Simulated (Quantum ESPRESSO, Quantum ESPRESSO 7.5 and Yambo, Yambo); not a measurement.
## CdWO4 (P2/c): dielectric function and energy loss

What do local fields and a kernel do to the response of CdWO4 (P2/c)?

Program: Quantum ESPRESSO 7.5 and Yambo 5.3.0. Level of theory: LDA and many-body steps on it, plane waves. Values are calculated unless marked as measured.

**The experiments to reproduce.**

- ε∞ 4.46 ± 0.01: xx component, along a; generalized infrared ellipsometry; 300 K; bulk crystal (polished single crystals, (001) and (010) cuts) (“Anisotropy, phonon modes, and lattice anharmonicity from dielectric function tensor analysis of monoclinic cadmium tungstate”, 2017, arxiv:1701.00813).

### Step 1. The structure

It takes space group P2/c (No. 13, monoclinic). The conventional cell has a = 5.040 Å, b = 5.870 Å, c = 5.084 Å, α = 90.00°, β = 91.48°, γ = 90.00°. Nearest to Cd lie 6 O at 2.20 to 2.43 Å. Nearest to W lie 6 O at 1.78 to 2.15 Å. Nearest to O lie 2 W at 1.92 to 2.15 Å and 1 Cd at 2.20 Å. Nearest to O lie 1 W at 1.78 Å and 2 Cd at 2.28 to 2.43 Å. Farther neighbours, and contacts between anions beyond the nearest, are not listed.

The cell and positions come from the Crystallography Open Database and are kept as given unless a step says otherwise.

### Step 2. Empty states on the mesh, 4×4×4 mesh, 197 bands

This step: Quantum ESPRESSO 7.5; DFT, LDA, plane waves, norm-conserving pseudopotentials.

The sums over transitions need many empty states on a uniform mesh; this step solves for them.

pw.in

```
&control
  calculation = 'nscf'
  prefix = 'x'
  outdir = 'o'
  pseudo_dir = 'pseudo'
/
&system
  ibrav = 0
  nat = 12
  ntyp = 3
  ecutwfc = 94.0
  nbnd = 197
  force_symmorphic = .true.
/
&electrons
  conv_thr = 1e-9
  electron_maxstep = 80
  diago_full_acc = .true.
  diago_thr_init = 5e-6
/
ATOMIC_SPECIES
  Cd 112.41 Cd.upf
  W 183.84 W.upf
  O 15.999 O.upf
CELL_PARAMETERS angstrom
  5.0400000000 -0.0000000000 0.0000000000
  -0.0000000000 5.8701000000 -0.0000000000
  -0.1309573182 -0.0000000000 5.0824131071
ATOMIC_POSITIONS crystal
  Cd 0.5000000000 0.6972900000 0.2500000000
  Cd 0.5000000000 0.3027100000 0.7500000000
  W 0.0000000000 0.1785500000 0.2500000000
  W 0.0000000000 0.8214500000 0.7500000000
  O 0.2018000000 0.0955000000 0.9504000000
  O 0.7982000000 0.0955000000 0.5496000000
  O 0.7982000000 0.9045000000 0.0496000000
  O 0.2018000000 0.9045000000 0.4504000000
  O 0.2420000000 0.3703000000 0.3839000000
  O 0.7580000000 0.3703000000 0.1161000000
  O 0.7580000000 0.6297000000 0.6161000000
  O 0.2420000000 0.6297000000 0.8839000000
K_POINTS automatic
  4 4 4 0 0 0
```

The run is started by

```sh
OMP_NUM_THREADS=1 mpirun -n 8 pw.x -nk 4 -in pw.in > pw.out
```

What it wrote:

```text
Program PWSCF v.7.5 starts

     This program is part of the open-source Quantum ESPRESSO suite
     for quantum simulation of materials; please cite
         "P. Giannozzi et al., J. Phys.:Condens. Matter 21 395502 (2009);
         "P. Giannozzi et al., J. Phys.:Condens. Matter 29 465901 (2017);
         "P. Giannozzi et al., J. Chem. Phys. 152 154105 (2020);
     in publications or presentations arising from this work. More details at

     Atomic positions and unit cell read from directory:
     o/x.save/

     Message from routine setup:
[...]
19.1848  19.1848  20.2083  20.2083  20.3972  20.3972  22.6752  22.6752
     [... 13 further rows ...]
    55.6573  55.6573  55.9800  55.9800  56.5460  56.5460  56.8863  56.8863
    57.4457  57.4457  58.0238  58.0238  58.6796

          k = 0.0000 0.2146 0.0000 ( 15624 PWs)   bands (ev):

     [... further k-points ...]

     highest occupied, lowest unoccupied level (ev):     8.7310   11.7260

     XML data file, pseudopotentials, collected wavefunctions

=------------------------------------------------------------------------------=
   JOB DONE.
=------------------------------------------------------------------------------=
```

Run time: 6.3 min. Hardware: 8 MPI ranks of Arm Neoverse N1, shared host; peak memory 1.7 GiB; 51 min of CPU time.

This step gave:

* gap: 2.995 eV
* k of the valence top: 0, 0.25, 0.25
* k of the conduction bottom: 0, -0.5, 0
* least direct gap: 2.998 eV
* k points computed: 36
* lowest point of the top converged band, above the valence top: 49.32 eV

On this mesh the gap is 2.995 eV.

The density comes from a self-consistent run that is not shown.

### Step 3. Conversion and set-up

This step: Yambo 5.3.0; conversion and set-up on LDA, plane waves, norm-conserving pseudopotentials.

The states are converted to the many-body program's format and the q mesh is built.

The run is started by

```sh
(cd o/x.save; p2y > p2y.log; mv SAVE ../..); yambo > setup.log
```

What it wrote:

```text
 Yambo, version 5.3.0

 [02] CORE Variables Setup
 =========================

  [02.01] Unit cells
  ==================

  Cell kind             :  Unknown
  Atoms in the cell     :  Cd  W  O
  number of Cd atoms    :  2
  number of W  atoms    :  2
  number of O  atoms    :   8

  List of atomic masses
  Mass of Cd    :  112.4100
  Mass of W     :  183.8400
  Mass of O     :  15.99900

  List of atomic coordinates    : [cc]
  Cd1       :  4.700241  7.734955  2.401092  order 1
  Cd2       :  4.576505  3.357926  7.203277  order 2
[...]
Q [ 1]         [rlu]:  0.000000  0.000000  0.000000
 Q [ 2]         [rlu]: -0.17683E-17   0.0000      0.25000
 Q [ 3]         [rlu]:  0.35366E-17   0.0000     -0.50000
[...]
Q [ 8]         [rlu]: -0.17683E-17 -0.50000      0.25000
 Q [ 9]         [rlu]:  0.35366E-17 -0.50000     -0.50000
 Q [10]         [rlu]:  0.25000       0.0000     -0.63661E-18
     [... 24 further rows ...]
 Q [35]         [rlu]: -0.250000  0.250000  0.250000
 Q [36]         [rlu]:  0.500000  0.250000 -0.250000

  [03.01] X indexes
  =================

   [03.01.01] Sigma indexes
   ========================

 [06] Game Over & Game summary
```

It took 14 s on 1 MPI rank; peak memory 0.31 GiB.

### Step 4. RPA response with local fields

The response function is computed on a frequency grid, with local fields up to the given cutoff.

This step: RPA response with local fields on LDA, plane waves, norm-conserving pseudopotentials.

optics1.in

```
optics
chi
dipoles
Chimod= "HARTREE"
% QpntsRXd
 1 | 4 |
%
% BndsRnXd
 1 | 197 |
%
NGsBlkXd= 3 Ry
% EnRngeXd
 0 | 30 | eV
%
% DmRngeXd
 0.2 | 0.2 | eV
%
ETStpsXd= 301
% LongDrXd
 1 | 0 | 0 |
%
```

The run is started by

```sh
OMP_NUM_THREADS=1 mpirun -n 8 yambo -F optics1.in -J optics1 -C optics1 > optics1.log
```

What it wrote:

```text
 Yambo, version 5.3.0

 [02] CORE Variables Setup
 =========================

  [... cell, symmetries and grids as in the set-up ...]

  [02.05] Energies & Occupations
  ==============================

  [X] === General ===
  [X] Electronic Temperature                        :  0.000000  0.000000 [eV K]
  [X] Bosonic    Temperature                        :  0.000000  0.000000 [eV K]
  [X] Finite Temperature mode                       : no
  [X] El. density                                   :  0.77146E+24 [cm-3]
  [X] Fermi Level                                   :  8.731040 [eV]

  [X] === Gaps and Widths ===
  [X] Conduction Band Min                           :  2.994936 [eV]
  [X] Valence Band Max                              :  0.000000 [eV]
  [X] Filled Bands                                  :   58
  [X] Empty Bands                                   :   59  197
  [X] Direct Gap                                    :  2.997649 [eV]
  [X] Direct Gap localized at k                     :   7
  [X] Indirect Gap                                  :  2.994936 [eV]
  [X] Indirect Gap between kpts                     :   5   7
  [X] Last valence band width                       :  0.443911 [eV]
  [X] 1st conduction band width                     :  0.717368 [eV]

 [03] Transferred momenta grid and indexing
 ==========================================

 IBZ Q-points                                      :   36
 BZ  Q-points                                      :   64

 K/Q-points units:
 rlu = crystal or reduced units; cc = cartesian coordinates; iku = interal k-units

 Q [ 1]         [rlu]:  0.000000  0.000000  0.000000
 Q [ 2]         [rlu]: -0.17683E-17   0.0000      0.25000
 Q [ 3]         [rlu]:  0.35366E-17   0.0000     -0.50000
 Q [ 4]         [rlu]:  0.000000  0.250000  0.000000
 Q [ 5]         [rlu]: -0.17683E-17  0.25000      0.25000
 Q [ 6]         [rlu]:  0.35366E-17  0.25000     -0.50000
 Q [ 7]         [rlu]:  0.000000 -0.500000  0.000000
 Q [ 8]         [rlu]: -0.17683E-17 -0.50000      0.25000
 Q [ 9]         [rlu]:  0.35366E-17 -0.50000     -0.50000
 Q [10]         [rlu]:  0.25000       0.0000     -0.63661E-18
     [... 24 further rows ...]
 Q [35]         [rlu]: -0.250000  0.250000  0.250000
 Q [36]         [rlu]:  0.500000  0.250000 -0.250000

 [04] Dipoles
 ============

  [04.01] Setup: observables and procedures
  =========================================

  [WARNING] [x,Vnl] slows the Dipoles computation. To neglect it rename the ns.kb_pp file

  [WARNING] [r,Vnl^pseudo] included in position and velocity dipoles.

  [WARNING] In case H contains other non local terms, these are neglected

 [05] Optics
 ===========

 [SLK-Inversion]  Pools        :  2
 [SLK-Inversion]  BLACS grid   :  2  2

 [SLK-Inversion]  Pools        :  2
 [SLK-Inversion]  BLACS grid   :  2  2

 [SLK-Inversion]  Pools        :  2
 [SLK-Inversion]  BLACS grid   :  2  2

 [SLK-Inversion]  Pools        :  2
 [SLK-Inversion]  BLACS grid   :  2  2

 [08] Game Over & Game summary
```

It took 18 min on 8 MPI ranks; peak memory 16 GiB.

Numbers from this step:

```yaml
eps_at_zero_frequency: 5.060
the_same_without_local_fields: 6.239
loss_peak: 24.8 eV
```

The static value is 5.06.

Broadening 0.2 eV; field along x. The ε₂ by energy; read off at these points:

| energy (eV) | HARTREE | no local fields |
| --- | --- | --- |
| 0.0 | 0.109 | 0.168 |
| 1.0 | 0.122 | 0.191 |
| 2.0 | 0.180 | 0.292 |
| 3.0 | 0.616 | 0.939 |
| 4.0 | 2.87 | 6.48 |
| 4.7 | 4.77 | 10.4 |
| 5.0 | 5.52 | 8.69 |
| 6.0 | 4.43 | 4.76 |
| 7.0 | 4.31 | 3.51 |
| 8.0 | 3.97 | 3.58 |
| 9.0 | 3.58 | 3.72 |
| 10.0 | 2.92 | 3.39 |
| 11.0 | 3.09 | 3.31 |
| 12.0 | 2.52 | 2.34 |
| 13.0 | 1.89 | 1.81 |
| 14.0 | 1.65 | 1.70 |
| 15.0 | 1.73 | 1.96 |
| 16.0 | 1.55 | 1.76 |
| 17.0 | 1.36 | 1.50 |
| 18.0 | 1.24 | 1.35 |
| 19.0 | 1.07 | 1.13 |
| 20.0 | 1.03 | 1.28 |
| 21.0 | 1.02 | 1.10 |
| 22.0 | 0.894 | 0.955 |
| 23.0 | 0.950 | 0.987 |
| 24.0 | 0.796 | 0.793 |
| 25.0 | 0.733 | 0.709 |
| 26.0 | 0.720 | 0.684 |
| 27.0 | 0.707 | 0.685 |
| 28.0 | 0.698 | 0.703 |
| 29.0 | 0.600 | 0.595 |
| 30.0 | 0.585 | 0.624 |

Broadening 0.2 eV; field along x. Loss function, HARTREE against energy loss; read off at these points:

```csv
energy loss (eV),"loss function, HARTREE"
0.00,0.00427
0.50,0.00434
1.00,0.00458
1.50,0.00503
2.00,0.00585
2.50,0.00752
3.00,0.0140
3.50,0.0301
4.00,0.0442
4.50,0.0690
5.00,0.0990
5.50,0.124
6.00,0.135
6.50,0.149
7.00,0.188
7.50,0.191
8.00,0.221
8.50,0.250
9.00,0.241
9.50,0.284
10.00,0.292
10.50,0.272
11.00,0.312
11.50,0.374
12.00,0.384
12.50,0.448
13.00,0.503
13.50,0.500
14.00,0.567
14.50,0.532
15.00,0.491
15.50,0.554
16.00,0.581
16.50,0.645
17.00,0.630
17.50,0.644
18.00,0.702
18.50,0.754
19.00,0.728
19.50,0.707
20.00,0.705
20.50,0.685
21.00,0.724
21.50,0.769
21.60,0.772
22.00,0.737
22.50,0.706
23.00,0.749
23.50,0.793
24.00,0.808
24.50,0.796
24.80,0.827
25.00,0.811
25.50,0.768
26.00,0.743
26.50,0.726
27.00,0.799
27.50,0.728
28.00,0.782
28.50,0.785
28.80,0.812
29.00,0.790
29.50,0.784
30.00,0.767
```

Broadening 0.2 eV; momentum transfer q number 2. Table of Im eps by energy; read off at these points:

| energy (eV) | HARTREE | no local fields |
| --- | --- | --- |
| 0.0 | 0.101 | 0.124 |
| 1.0 | 0.111 | 0.137 |
| 2.0 | 0.157 | 0.196 |
| 3.0 | 0.392 | 0.510 |
| 4.0 | 2.84 | 3.60 |
| 5.0 | 4.44 | 6.59 |
| 6.0 | 4.56 | 5.05 |
| 7.0 | 3.49 | 3.40 |
| 8.0 | 3.79 | 3.91 |
| 8.7 | 3.95 | 3.93 |
| 9.0 | 3.83 | 3.88 |
| 10.0 | 3.19 | 3.26 |
| 11.0 | 2.80 | 2.72 |
| 12.0 | 2.16 | 2.18 |
| 13.0 | 1.94 | 1.97 |
| 14.0 | 1.59 | 1.74 |
| 15.0 | 1.61 | 1.81 |
| 16.0 | 1.58 | 1.81 |
| 17.0 | 1.47 | 1.67 |
| 18.0 | 1.31 | 1.51 |
| 19.0 | 1.16 | 1.39 |
| 20.0 | 1.10 | 1.42 |
| 21.0 | 1.06 | 1.09 |
| 22.0 | 0.966 | 0.972 |
| 23.0 | 0.852 | 0.868 |
| 24.0 | 0.775 | 0.784 |
| 25.0 | 0.733 | 0.737 |
| 26.0 | 0.644 | 0.660 |
| 27.0 | 0.591 | 0.638 |
| 28.0 | 0.565 | 0.627 |
| 29.0 | 0.556 | 0.620 |
| 30.0 | 0.567 | 0.641 |

Broadening 0.2 eV; momentum transfer q number 2. Table of -Im 1/eps, HARTREE by energy loss; read off at these points:

energy loss (eV), -Im 1/eps, HARTREE and a bar:
```
      0.0      0.004 
      1.0      0.005 
      2.0      0.006 
      3.0      0.011 
      4.0      0.049 ##
      5.0      0.094 ###
      6.0      0.141 #####
      7.0      0.174 ######
      8.0      0.186 ######
      9.0      0.218 #######
     10.0      0.290 ##########
     11.0      0.345 ############
     12.0      0.425 ##############
     13.0      0.477 ################
     14.0      0.535 ##################
     15.0      0.494 #################
     16.0      0.532 ##################
     17.0      0.582 ####################
     18.0      0.665 ######################
     19.0      0.695 #######################
     20.0      0.670 #######################
     21.0      0.763 ##########################
     22.0      0.807 ###########################
     23.0      0.855 #############################
     24.0      0.879 ##############################
     25.0      0.819 ############################
     25.7      0.888 ##############################
     26.0      0.866 #############################
     27.0      0.750 #########################
     28.0      0.704 ########################
     29.0      0.694 #######################
     30.0      0.670 #######################
```

Broadening 0.2 eV; momentum transfer q number 3. Table of Im eps by energy; read off at these points:

| energy (eV) | HARTREE | no local fields |
| --- | --- | --- |
| 0.0 | 0.0636 | 0.0895 |
| 1.0 | 0.0690 | 0.0981 |
| 2.0 | 0.0910 | 0.134 |
| 3.0 | 0.196 | 0.329 |
| 4.0 | 0.928 | 1.68 |
| 5.0 | 2.48 | 4.18 |
| 6.0 | 2.97 | 3.65 |
| 7.0 | 2.70 | 3.21 |
| 8.0 | 3.07 | 3.31 |
| 8.2 | 3.15 | 3.34 |
| 9.0 | 3.10 | 3.29 |
| 10.0 | 3.05 | 3.19 |
| 11.0 | 2.90 | 2.90 |
| 12.0 | 2.45 | 2.19 |
| 13.0 | 1.98 | 1.84 |
| 14.0 | 1.64 | 1.58 |
| 15.0 | 1.52 | 1.55 |
| 16.0 | 1.47 | 1.58 |
| 17.0 | 1.42 | 1.56 |
| 18.0 | 1.32 | 1.49 |
| 19.0 | 1.12 | 1.32 |
| 20.0 | 1.12 | 1.43 |
| 21.0 | 1.12 | 1.20 |
| 22.0 | 0.975 | 1.01 |
| 23.0 | 0.920 | 0.966 |
| 24.0 | 0.862 | 0.859 |
| 25.0 | 0.785 | 0.780 |
| 26.0 | 0.719 | 0.728 |
| 27.0 | 0.617 | 0.658 |
| 28.0 | 0.644 | 0.696 |
| 29.0 | 0.590 | 0.651 |
| 30.0 | 0.592 | 0.663 |

### Step 5. Independent-particle response

This step: independent-particle response on LDA, plane waves, norm-conserving pseudopotentials.

optics2.in

```
optics
chi
dipoles
Chimod= "IP"
% QpntsRXd
 1 | 1 |
%
% BndsRnXd
 1 | 197 |
%
NGsBlkXd= 1 RL
% EnRngeXd
 0 | 30 | eV
%
% DmRngeXd
 0.2 | 0.2 | eV
%
ETStpsXd= 301
% LongDrXd
 1 | 0 | 0 |
%
```

The run is started by

```sh
OMP_NUM_THREADS=1 mpirun -n 8 yambo -F optics2.in -J optics2 -C optics2 > optics2.log
```

What it wrote:

```text
 Yambo, version 5.3.0

 [02] CORE Variables Setup
 =========================

  [... cell, symmetries and grids as in the set-up ...]

  [02.05] Energies & Occupations
  ==============================

  [X] === General ===
  [X] Electronic Temperature                        :  0.000000  0.000000 [eV K]
  [X] Bosonic    Temperature                        :  0.000000  0.000000 [eV K]
  [X] Finite Temperature mode                       : no
  [X] El. density                                   :  0.77146E+24 [cm-3]
  [X] Fermi Level                                   :  8.731040 [eV]

  [X] === Gaps and Widths ===
  [X] Conduction Band Min                           :  2.994936 [eV]
  [X] Valence Band Max                              :  0.000000 [eV]
  [X] Filled Bands                                  :   58
  [X] Empty Bands                                   :   59  197
  [X] Direct Gap                                    :  2.997649 [eV]
  [X] Direct Gap localized at k                     :   7
  [X] Indirect Gap                                  :  2.994936 [eV]
  [X] Indirect Gap between kpts                     :   5   7
  [X] Last valence band width                       :  0.443911 [eV]
  [X] 1st conduction band width                     :  0.717368 [eV]

 [03] Transferred momenta grid and indexing
 ==========================================

 IBZ Q-points                                      :   36
 BZ  Q-points                                      :   64

 K/Q-points units:
 rlu = crystal or reduced units; cc = cartesian coordinates; iku = interal k-units

 Q [ 1]         [rlu]:  0.000000  0.000000  0.000000
 Q [ 2]         [rlu]: -0.17683E-17   0.0000      0.25000
 Q [ 3]         [rlu]:  0.35366E-17   0.0000     -0.50000
[...]
Q [ 8]         [rlu]: -0.17683E-17 -0.50000      0.25000
 Q [ 9]         [rlu]:  0.35366E-17 -0.50000     -0.50000
 Q [10]         [rlu]:  0.25000       0.0000     -0.63661E-18
     [... 24 further rows ...]
 Q [35]         [rlu]: -0.250000  0.250000  0.250000
 Q [36]         [rlu]:  0.500000  0.250000 -0.250000

 [04] Dipoles
 ============

  [04.01] Setup: observables and procedures
  =========================================

  [WARNING] [x,Vnl] slows the Dipoles computation. To neglect it rename the ns.kb_pp file

  [WARNING] [r,Vnl^pseudo] included in position and velocity dipoles.

  [WARNING] In case H contains other non local terms, these are neglected

 [05] Optics
 ===========

 [SLK-Inversion]  Pools        :  2
 [SLK-Inversion]  BLACS grid   :  2  2

 [08] Game Over & Game summary
```

It took 1.7 min on 8 MPI ranks; peak memory 3.3 GiB.

Numbers from this step:

| Property | Result |
| --- | --- |
| ε at zero frequency | 6.239 |
| loss peak | 23.8 eV |

The static value is 6.24.

Broadening 0.2 eV; field along x. Table of ε₂, IP by energy; read off at these points:

```
energy (eV)  ε₂, IP
        0.0   0.168
        1.0   0.191
        2.0   0.292
        3.0   0.939
        4.0    6.48
        4.7    10.4
        5.0    8.69
        6.0    4.76
        7.0    3.51
        8.0    3.58
        9.0    3.72
       10.0    3.39
       11.0    3.31
       12.0    2.34
       13.0    1.81
       14.0    1.70
       15.0    1.96
       16.0    1.76
       17.0    1.50
       18.0    1.35
       19.0    1.13
       20.0    1.28
       21.0    1.10
       22.0   0.955
       23.0   0.987
       24.0   0.793
       25.0   0.709
       26.0   0.684
       27.0   0.685
       28.0   0.703
       29.0   0.595
       30.0   0.624
```

[end of part 1 of 2]

[Long decimals in the printed logs are rounded to 6 places.]

[Logs are printed without paths, hosts, clocks, repeated set-up lines and the standing remarks that a program may print on its own settings, such as how far it seeks lower states.]

[Paths, hosts, dates, memory and timing lines, banners, echoed tables and standing remarks are left out of the program output; an Ansatz launch command may be rebuilt from the run's recorded settings. Measured values are a selection of at most five: reports struck by readers or far from the other reports are left out. None is set beside runs whose start may be inverted or whose files or cutoffs have a known fault.]

[Runs of the session that timed out or met a known fault of the program may be left out.]

[Hosts, paths, dates, database ids (printed as entryN), source tags and the programs' standing remarks are cut or masked in the printed files.]
